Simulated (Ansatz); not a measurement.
# HfTeS monolayer, Janus: phonons and vibrational spectra, part 2 of 2

Task: relax HfTeS monolayer, Janus, then find its harmonic phonons.

Ansatz 0.2.0; DFT PBEsol, scalar-relativistic, plane waves, PAW.

So far. Step 4 (Tight relaxation): The largest force component left is 0.029 meV/Å, within the tolerances set. Step 5 (Linear response at the zone centre): Before it was imposed, the acoustic sum rule was missed by 4.9e-5 eV/Å². Small misses are needed for a sound result but don't prove that mesh and cutoff are converged. The lowest optical mode is real, 89.3 cm⁻¹.

## (6) The dispersion

Stability and thermal properties need the whole zone. Linear response on a 4×4×1 q mesh gives force constants as far as a supercell of that size would.

input.yaml reads:

```yaml
crystal:
  lattice:
    - [3.7357621337, 0.0, 0.0]
    - [-1.8678810669, 3.2352649103, 0.0]
    - [0.0, 0.0, 30.0]
  atoms:
    - { symbol: Hf, position: [0.0, 0.0, 0.3389229713] }
    - { symbol: S, position: [0.3333333333, 0.6666666667, 0.3822301475] }
    - { symbol: Te, position: [0.6666666667, 0.3333333333, 0.2755135479] }
  periodic: [true, true, false]
kpoints:
  mp_grid: { grid: [20, 20, 1] }
hamiltonian:
  xc: pbesol
scf:
  occupations: { method: methfessel_paxton, width: 0.15 }
output:
  eigenvalues: true
phonons:
  method: dfpt
  qmesh: [4, 4, 1]
  temperatures: { t_max: 1000, t_step: 50 }
  qpath:
    path:
      - [0.0, 0.0, 0.0]
      - [0.5, 0.0, 0.0]
      - [0.33333333, 0.33333333, 0.0]
      - [0.0, 0.0, 0.0]
    npoints: 10
```

The run is started by

```
ansatz run input.yaml --threads 8 --pin off --max-ram 14336MiB --backend cpu --events-out ev --progress --plain --runs-dir out
```

The job ended after 17 min (8 threads of Arm Neoverse V1, shared host; peak memory 8.3 GiB; 2.3 h of CPU time).

Numbers from this step:

| Property | Result |
| --- | --- |
| sum-rule residual before enforcement | 5.27e-5 eV/Å² |
| lowest frequency on the path | -3.054 cm⁻¹ |
| highest frequency on the path or at a solved wavevector | 292.2 cm⁻¹ |
| highest optical mode at the zone centre (no LO-TO term) | 292.1 cm⁻¹ |
| lowest optical zone-centre mode | 89.13 cm⁻¹ |
| lowest mode on the q mesh (acoustic modes at Γ apart) | 32.37 cm⁻¹ |

Frequencies (cm⁻¹) solved at each irreducible wavevector; negative means imaginary. Frequencies by wavevector, by row:

| q in reciprocal lattice units | star | mode 1 | mode 2 | mode 3 | mode 4 | mode 5 | mode 6 | mode 7 | mode 8 | mode 9 |
| --- | --- | --- | --- | --- | --- | --- | --- | --- | --- | --- |
| 0 0 0 | 1 | 0 | 0 | 0 | 89.1 | 89.1 | 178.7 | 226.9 | 226.9 | 292.1 |
| 0 0.25 0 | 6 | 32.4 | 51.7 | 83.4 | 93.4 | 133.3 | 166.2 | 237.2 | 265.2 | 284.2 |
| 0 -0.5 0 | 3 | 53.2 | 62.4 | 80.8 | 113.1 | 145.5 | 157 | 233.1 | 266 | 284.8 |
| 0.25 0.25 0 | 6 | 57.1 | 85.5 | 106.7 | 127.5 | 143.1 | 152.7 | 255.6 | 270.1 | 281.9 |

Interpolated from a 4×4×1 q mesh. The phonon branches at the labelled points (cm⁻¹):

| point | branch 1 | branch 2 | branch 3 | branch 4 | branch 5 | branch 6 | branch 7 | branch 8 | branch 9 |
| --- | --- | --- | --- | --- | --- | --- | --- | --- | --- |
| Γ | 0 | 0 | 0 | 89 | 89 | 179 | 227 | 227 | 292 |
| halfway | 32 | 52 | 83 | 93 | 133 | 166 | 237 | 265 | 284 |
| M | 53 | 62 | 81 | 113 | 146 | 157 | 233 | 266 | 285 |
| halfway | 61 | 86 | 103 | 119 | 146 | 155 | 248 | 269 | 284 |
| K | 62 | 102 | 105 | 141 | 144 | 150 | 262 | 272 | 284 |
| halfway | 38 | 64 | 87 | 108 | 135 | 162 | 245 | 266 | 283 |
| Γ | 0 | 0 | 0 | 89 | 89 | 179 | 227 | 227 | 292 |

Tetrahedra on a 20×20×1 mesh, mean over bins of 5 cm-1. Interpolated from a 4×4×1 q mesh. Phonon density of states against wavenumber; read off at these points:

| wavenumber (cm⁻¹) | phonon density of states (1/cm⁻¹/cell) |
| --- | --- |
| -2 | 0.00478 |
| 8 | 0.00546 |
| 18 | 0.00909 |
| 28 | 0.0129 |
| 38 | 0.0181 |
| 48 | 0.0287 |
| 58 | 0.0804 |
| 68 | 0.0260 |
| 78 | 0.0233 |
| 88 | 0.0453 |
| 98 | 0.0603 |
| 108 | 0.0617 |
| 118 | 0.0228 |
| 128 | 0.0186 |
| 138 | 0.0240 |
| 142 | 0.0699 |
| 152 | 0.0454 |
| 158 | 0.0787 |
| 162 | 0.0264 |
| 172 | 0.0175 |
| 182 | 0 |
| 192 | 0 |
| 202 | 0 |
| 212 | 0 |
| 222 | 0 |
| 232 | 0.0278 |
| 242 | 0.0420 |
| 252 | 0.0278 |
| 262 | 0.018 |
| 268 | 0.128 |
| 272 | 0.0234 |
| 282 | 0.136 |
| 292 | 0.00724 |

The partial phonon density of states has structure finer than the step of the table below, so its rows give means over 10 cm⁻¹, whole bins alone (the curve runs from -13 to 311 cm⁻¹). Peaks (cm⁻¹: height): Hf 58.3: 0.0587, 92.9: 0.0261, 105.1: 0.0278, 143.8: 0.0271, 156.1: 0.0282, 268.1: 0.0118, 284.4: 0.0112; S 237.6: 0.0580, 268.1: 0.0987, 284.4: 0.128; Te 58.3: 0.0241, 94.9: 0.0435, 105.1: 0.0383, 143.8: 0.0629, 156.1: 0.0425.

Phonopy on the run's constants, 17x17x1 mesh, Gaussian sigma 2.3 cm-1. Interpolated from a 4×4×1 q mesh. The partial phonon density of states by wavenumber; means over each step; values in 1/cm⁻¹/cell:

| wavenumber (cm⁻¹) | Hf | S | Te |
| --- | --- | --- | --- |
| 0 | 0.00238 | 4.2e-4 | 0.00177 |
| 10 | 0.00326 | 5.5e-4 | 0.00248 |
| 20 | 0.00520 | 8.4e-4 | 0.00384 |
| 30 | 0.00761 | 0.00114 | 0.00529 |
| 40 | 0.0117 | 0.00150 | 0.00728 |
| 50 | 0.0227 | 0.00211 | 0.0114 |
| 60 | 0.0475 | 0.00299 | 0.0182 |
| 70 | 0.0186 | 0.00132 | 0.00579 |
| 80 | 0.0177 | 0.00150 | 0.0135 |
| 90 | 0.0226 | 0.00160 | 0.0316 |
| 100 | 0.0222 | 0.00162 | 0.0334 |
| 110 | 0.0205 | 0.00192 | 0.0264 |
| 120 | 0.00798 | 0.00106 | 0.0139 |
| 130 | 0.00648 | 0.00103 | 0.0121 |
| 140 | 0.0149 | 0.00177 | 0.0317 |
| 150 | 0.0180 | 0.00197 | 0.0351 |
| 160 | 0.0178 | 0.00202 | 0.0282 |
| 170 | 0.00650 | 6.1e-4 | 0.0117 |
| 180 | 0.00208 | 3.8e-4 | 0.00401 |
| 190 | 2.4e-6 | 8.0e-7 | 4.8e-6 |
| 200 | 0 | 0 | 0 |
| 210 | 0 | 0 | 0 |
| 220 | 3.9e-5 | 4.4e-4 | 9.7e-6 |
| 230 | 0.00129 | 0.0199 | 3.1e-4 |
| 240 | 0.00264 | 0.0471 | 4.8e-4 |
| 250 | 0.00180 | 0.0278 | 1.5e-4 |
| 260 | 0.00248 | 0.0279 | 2.1e-4 |
| 270 | 0.00711 | 0.0586 | 4.4e-4 |
| 280 | 0.00448 | 0.0520 | 3.8e-4 |
| 290 | 0.00425 | 0.0391 | 2.4e-4 |
| 300 | 5.1e-5 | 2.6e-4 | 0 |

Symmetry leaves 4 wavevectors to solve. The lowest mode among them, the acoustic zeros apart, lies at q = (0, 0.25, 0) and is real, 32.4 cm⁻¹.

## (7) Isotope substitution, element Hf, natural mass 178.486 amu

An isotope changes the mass and not the force constants, so no new electronic calculation is needed; the shifts show which modes move this element.

The same force constants with the mass of Hf changed from 178.486 to 173.940 u (phonopy, no LO-TO term). Both lists are sorted by frequency; levels can cross, so a row need not hold one and the same mode. Modes under 3 cm⁻¹ are left out. Isotope shifts, by row:

| q | rank | natural mass (cm⁻¹) | changed mass (cm⁻¹) |
| --- | --- | --- | --- |
| 0 0 0 | 4 | 89.13 | 89.58 |
| 0 0 0 | 5 | 89.13 | 89.58 |
| 0 0 0 | 6 | 178.7 | 179.4 |
| 0 0 0 | 7 | 226.9 | 227.2 |
| 0 0 0 | 8 | 226.9 | 227.2 |
| 0 0 0 | 9 | 292.1 | 292.8 |
| 0 0.25 0 | 1 | 32.37 | 32.6 |
| 0 0.25 0 | 2 | 51.69 | 52.14 |
| 0 0.25 0 | 3 | 83.44 | 84.09 |
| 0 0.25 0 | 4 | 93.42 | 93.75 |
| 0 0.25 0 | 5 | 133.3 | 133.8 |
| 0 0.25 0 | 6 | 166.2 | 167 |
| 0 0.25 0 | 7 | 237.2 | 237.3 |
| 0 0.25 0 | 8 | 265.2 | 265.4 |
| 0 0.25 0 | 9 | 284.2 | 284.7 |
| 0 -0.5 0 | 1 | 53.2 | 53.74 |
| 0 -0.5 0 | 2 | 62.39 | 62.93 |
| 0 -0.5 0 | 3 | 80.84 | 81.04 |
| 0 -0.5 0 | 4 | 113.1 | 113.7 |
| 0 -0.5 0 | 5 | 145.5 | 146 |
| 0 -0.5 0 | 6 | 157 | 157.8 |
| 0 -0.5 0 | 7 | 233.1 | 233.1 |
| 0 -0.5 0 | 8 | 266 | 266.6 |
| 0 -0.5 0 | 9 | 284.8 | 284.9 |
| 0.25 0.25 0 | 1 | 57.12 | 57.59 |
| 0.25 0.25 0 | 2 | 85.47 | 86.19 |
| 0.25 0.25 0 | 3 | 106.7 | 107.3 |
| 0.25 0.25 0 | 4 | 127.5 | 128.1 |
| 0.25 0.25 0 | 5 | 143.1 | 143.7 |
| 0.25 0.25 0 | 6 | 152.7 | 153.4 |
| 0.25 0.25 0 | 7 | 255.6 | 255.8 |
| 0.25 0.25 0 | 8 | 270.1 | 270.4 |
| 0.25 0.25 0 | 9 | 281.9 | 282.1 |

A mode of this element alone would shift by +1.30 %. The highest zone-centre frequency without the field goes from 292.1 to 292.8 cm⁻¹ (+0.2 %). The product of the frequency ratios over all optical modes at Γ is 1.018; the product rule, (m/m′)^(3k/2) (M′/M)^(3/2) with k = 1 such atoms and M the mass of the cell, gives 1.019.

## (8) Isotope substitution, element S, natural mass 32.06 amu

The same for S, from 32.06 to 33.97 u.

A mode of this element alone would shift by -2.85 %. The highest zone-centre frequency without the field goes from 292.1 to 285.3 cm⁻¹ (-2.4 %). The product of the frequency ratios over all optical modes at Γ is 0.925; the product rule, (m/m′)^(3k/2) (M′/M)^(3/2) with k = 1 such atoms and M the mass of the cell, gives 0.925.

## (9) Another isotope, element Te, natural mass 127.6 amu

The same for Te, from 127.60 to 129.91 u.

A mode of this element alone would shift by -0.89 %. The highest zone-centre frequency without the field goes from 292.1 to 292.1 cm⁻¹ (+0.0 %). The product of the frequency ratios over all optical modes at Γ is 0.983; the product rule, (m/m′)^(3k/2) (M′/M)^(3/2) with k = 1 such atoms and M the mass of the cell, gives 0.983.

## (10) Outcome

| Quantity | Value |
| --- | --- |
| space group after relaxation (within 0.01 Å) | P3m1 |
| area per atom | 4.03 Å² |
| electronic character | no gap on this mesh |
| highest optical mode at the zone centre (no LO-TO term) | 292 cm⁻¹ |
| lowest optical zone-centre mode | 89.3 cm⁻¹ |
| lowest mode on the q mesh (acoustic modes at Γ apart) | 32.4 cm⁻¹ |
| highest frequency on the path or at a solved wavevector | 292 cm⁻¹ |
| imaginary modes on the 4×4×1 q mesh | none |

In words: No mode is imaginary at the 4 irreducible wavevectors solved, but between them the interpolated path dips to 3.1i cm⁻¹, so stability is not settled. The optical modes at Γ span 89 to 292 cm⁻¹. The highest mode in this list at Γ, 292.3 cm⁻¹, is mostly motion of S (83 % of the kinetic energy). With no gap, or one that is small against the smearing, the frequencies hang on the k mesh and the smearing, most of all near Kohn anomalies. In a sheet or slab the interpolated bending branch near Γ is rough, since the rotational sum rule isn't imposed. A semilocal functional can close a gap that the real compound would have, so the metallic treatment may be an artefact of the level. Spin-orbit coupling is left out, which can matter for the heavy elements here. A phonon run warned that its eigensolver left some bands unconverged in a pass. The starting cell was built on a prototype and not taken from a measurement. These are harmonic frequencies at zero temperature: anharmonic shifts, linewidths and thermal expansion are left out.

[Logs are printed without paths, hosts, clocks, repeated set-up lines and the standing remarks that a program may print on its own settings, such as how far it seeks lower states.]

[Hosts, paths, dates, database ids (printed as entryN), source tags and the programs' standing remarks are cut or masked in the printed files.]
